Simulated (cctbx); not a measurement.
# Finding the light atoms

Cell a = 7.0410 Å, b = 7.3390 Å, c = 3.7830 Å, α = 90.00°, β = 90.00°, γ = 90.00°; space group Pbam (no. 55); content Lu4 Al4 C4 B4. The heavier atoms are placed; B is still missing.

Simulated single-crystal data (cctbx): synchrotron X-rays, λ = 0.6889 Å, to d = 0.84 Å, 80 % of the full sphere, strongest reflection 70000 counts, noise from counting, a 2 % proportional error and a noise floor of 15 counts (s.d.); no absorption.

Refinement without B (map in e/Å³):

```text
Rint 0.018, 202 unique reflections to 0.84 A
cycle     R1     wR2    GooF  max shift (A)
   1  0.1336  0.3167  23.981   0.03488
   2  0.0365  0.0915   6.930   0.00005
final R1 0.0365 wR2 0.0915 GooF 6.930  parameters 9  data/parameter 22.4
atom        x        y        z      Ueq    occ   su(xyz)  su(Uiso or U11)
Lu1    0.69464  0.69653  0.50000   0.0040  1.000  0.00011  0.0004
Al1    0.90491  0.89619  0.00000   0.0070  1.000  0.00081  0.0011
C1     0.96175  0.68890  0.00000   0.0146  1.000  0.00345  0.0045
difference map: max 9.59 min -1.21 rms 0.60
Q1    0.1617  0.5268  0.0000    4    9.64  1.80 A from Al1
Q2    0.2611  0.3041  0.5000    4    1.69  0.31 A from Lu1
Q3    0.1649  0.1141  0.0000    4    1.12  0.50 A from Al1
Q4    0.0126  0.3462  0.0000    4    1.01  0.31 A from C1
Q5    0.2583  0.1094  0.5000    4    0.73  1.46 A from Lu1
Q6    0.2257  0.2608  0.1335    8    0.58  1.46 A from C1
Q7    0.0777  0.5861  0.2499    8    0.53  1.46 A from C1
Q8    0.2553  0.0610  0.2628    8    0.53  1.54 A from Al1
```

The data are simulated with cctbx, not measured: neutrons of λ = 1.17 Å, to d = 0.8 Å, 80 % of the full sphere, strongest reflection 5000 counts, noise from counting, a 2 % proportional error and a noise floor of 15 counts (s.d.); no absorption.

Refinement without B (map in fm/Å³; only maxima are listed):

```text
Rint 0.056, 230 unique reflections to 0.80 A
cycle     R1     wR2    GooF  max shift (A)
   1  0.3841  0.6217  16.887   0.05094
   3  0.3566  0.5639  15.316   0.00021
final R1 0.3566 wR2 0.5639 GooF 15.316  parameters 9  data/parameter 25.6
atom        x        y        z      Ueq    occ   su(xyz)  su(Uiso or U11)
Lu1    0.69549  0.68912  0.50000   0.0032  1.000  0.00204  0.0033
Al1    0.89553  0.90272  0.00000   0.0047  1.000  0.00364  0.0053
C1     0.96218  0.69294  0.00000   0.0069  1.000  0.00246  0.0037
difference map: max 24.00 min -7.83 rms 1.82
Q1    0.1596  0.5249  0.0000    4   24.38  1.74 A from Al1
Q2    0.1467  0.4605  0.5000    4    7.97  1.56 A from Lu1
Q3    0.0771  0.8570  0.5000    4    6.94  0.90 A from Lu1
Q4    0.1968  0.7776  0.5000    4    6.82  0.24 A from Lu1
Q5    0.1632  0.0030  0.0000    4    5.79  0.81 A from Al1
Q6    0.0000  0.0000  0.5000    2    5.71  1.95 A from Lu1
Q7    0.0487  0.0878  0.5000    4    5.19  1.87 A from Lu1
Q8    0.1356  0.8619  0.0000    4    4.92  1.72 A from Al1
```

**Question.** Where is B, and which data fix it better?

B sits at (0.6585, 0.9733, 0). Adding it takes R1 from 0.036 to 0.009 with X-rays and from 0.357 to 0.022 with neutrons. Its largest coordinate s.u. is 0.00099 with X-rays and 0.00017 with neutrons, so neutrons fix it better in these data. In the X-ray map Q1 marks it. In the neutron map Q1 marks it.

Final neutron refinement:

```text
Rint 0.056, 230 unique reflections to 0.80 A
cycle     R1     wR2    GooF  max shift (A)
   1  0.1326  0.2526   6.909   0.03327
   2  0.0220  0.0388   1.061   0.00000
final R1 0.0220 wR2 0.0388 GooF 1.061  parameters 12  data/parameter 19.2
atom        x        y        z      Ueq    occ   su(xyz)  su(Uiso or U11)
Lu1    0.69473  0.69648  0.50000   0.0044  1.000  0.00011  0.0002
Al1    0.90416  0.89653  0.00000   0.0076  1.000  0.00023  0.0003
C1     0.96360  0.68501  0.00000   0.0098  1.000  0.00015  0.0002
B1     0.65851  0.97368  0.00000   0.0135  1.000  0.00017  0.0003
difference map: max 0.65 min -0.63 rms 0.18
Q1    0.0639  0.0493  0.0000    4    0.65  0.46 A from Al1
Q2    0.0460  0.6520  0.1619    8    0.61  0.88 A from C1
Q3    0.0788  0.6677  0.5000    4    0.57  1.29 A from Lu1
Q4    0.0428  0.8232  0.1347    8    0.55  1.23 A from Al1
Q5    0.1146  0.5575  0.0000    4    0.53  0.38 A from B1
Q6    0.2105  0.1175  0.5000    4    0.53  1.52 A from Lu1
```

The model is made up (kin elements in a known structure type, no relaxation), so it says nothing on whether the phase exists.

[Middle refinement cycles are left out of these outputs.]

[Logs are printed without paths, hosts, clocks, repeated set-up lines and the standing remarks that a program may print on its own settings, such as how far it seeks lower states.]
